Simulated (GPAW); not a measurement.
The O K edge of atom 5 in K3ClO (Pm), with 3 K at 2.57 Å, 2 K at 2.58 Å and 1 K at 2.59 Å (octahedral, site symmetry m), was computed in 2 ways: full core hole (charged cell) and no core hole. Program and functional: GPAW, LDA, Gaussian full width 0.9 eV up to 4 eV, rising linearly to 3.5 eV at 25 eV; cells of 5 and 10 atoms (the run without a hole in the smaller).

Each run is counted from its own lowest empty level or Fermi level and scaled to a mean of 1 over its first 20 eV.

```
E (eV)  run 1  run 2
  -2.0   0.00   0.00
  -1.5   0.00   0.00
  -1.0   0.00   0.00
  -0.5   0.00   0.00
   0.0   0.03   0.01
   0.5   0.12   0.04
   1.0   0.23   0.11
   1.5   0.37   0.20
   2.0   0.44   0.33
   2.5   0.56   0.70
   3.0   0.95   1.18
   3.5   1.21   1.24
   4.0   1.17   1.30
   4.5   1.06   1.22
   5.0   1.07   1.37
   5.5   1.56   1.64
   6.0   1.61   1.32
   6.5   1.06   1.10
   7.0   0.84   1.57
   7.5   1.33   2.36
   8.0   2.18   2.44
   8.5   2.47   1.73
   9.0   1.97   1.15
   9.5   1.45   1.01
  10.0   1.33   1.00
  10.5   1.28   0.91
  11.0   1.14   0.84
  11.5   1.01   0.90
  12.0   1.01   1.01
  12.5   1.07   1.08
  13.0   1.11   1.07
  13.5   1.09   1.01
  14.0   1.01   0.92
  14.5   0.89   0.80
  15.0   0.76   0.70
  15.5   0.67   0.66
  16.0   0.64   0.68
  16.5   0.65   0.73
  17.0   0.68   0.78
  17.5   0.70   0.81
  18.0   0.70   0.83
  18.5   0.70   0.84
  19.0   0.69   0.88
  19.5   0.70   0.94
  20.0   0.73   1.03
  20.5   0.80   1.15
  21.0   0.90   1.26
  21.5   1.00   1.34
  22.0   1.09   1.37
  22.5   1.13   1.33
  23.0   1.12   1.25
  23.5   1.07   1.13
  24.0   0.98   1.02
  24.5   0.89   0.93
  25.0   0.82   0.88
  25.5   0.78   0.87
  26.0   0.77   0.88
  26.5   0.78   0.92
  27.0   0.81   0.95
  27.5   0.84   0.98
  28.0   0.86   1.01
  28.5   0.87   1.02
  29.0   0.88   1.02
  29.5   0.87   1.01
  30.0   0.87   1.00
  30.5   0.86   0.99
```

Which run is which?

Run 1: no core hole (area from −2 to 6 eV 4.8, main maxima 3.5 eV (1.21), 5.8 eV (1.70), 8.4 eV (2.49) and 22.7 eV (1.13)). Run 2: full core hole (charged cell) (area from −2 to 6 eV 5.0, main maxima 4.1 eV (1.31), 5.5 eV (1.64), 7.8 eV (2.53) and 22.0 eV (1.37)). With each curve scaled to its own mean, the area from −2 to 6 eV with the hole is 5.0 against 4.8, and the centre of weight from −1 to 20 eV moves by +0.1 eV (first and strongest maxima below 20 eV: 3.5 eV (1.21), 5.8 eV (1.70) and 8.4 eV (2.49) without the hole, 4.1 eV (1.31), 5.5 eV (1.64) and 7.8 eV (2.53) with it); the shape changes all the same, by 28 % r.m.s.

[Banner, clock and machine lines of the logs are left out without a mark of their own.]

[Logs are printed without paths, hosts, clocks, repeated set-up lines and the standing remarks that a program may print on its own settings, such as how far it seeks lower states.]

[Hosts, paths, dates, database ids (printed as entryN), source tags and the programs' standing remarks are cut or masked in the printed files.]

[Lists of maxima count a maximum above −3 eV only where it reaches 4 % of the highest in the window and stands out from its surroundings by 2 % of it (1.5 % where it reaches 55 %); shoulders and weaker maxima are passed over, and of the rest the first, up to two pre-edge ones and the few strongest are named.]
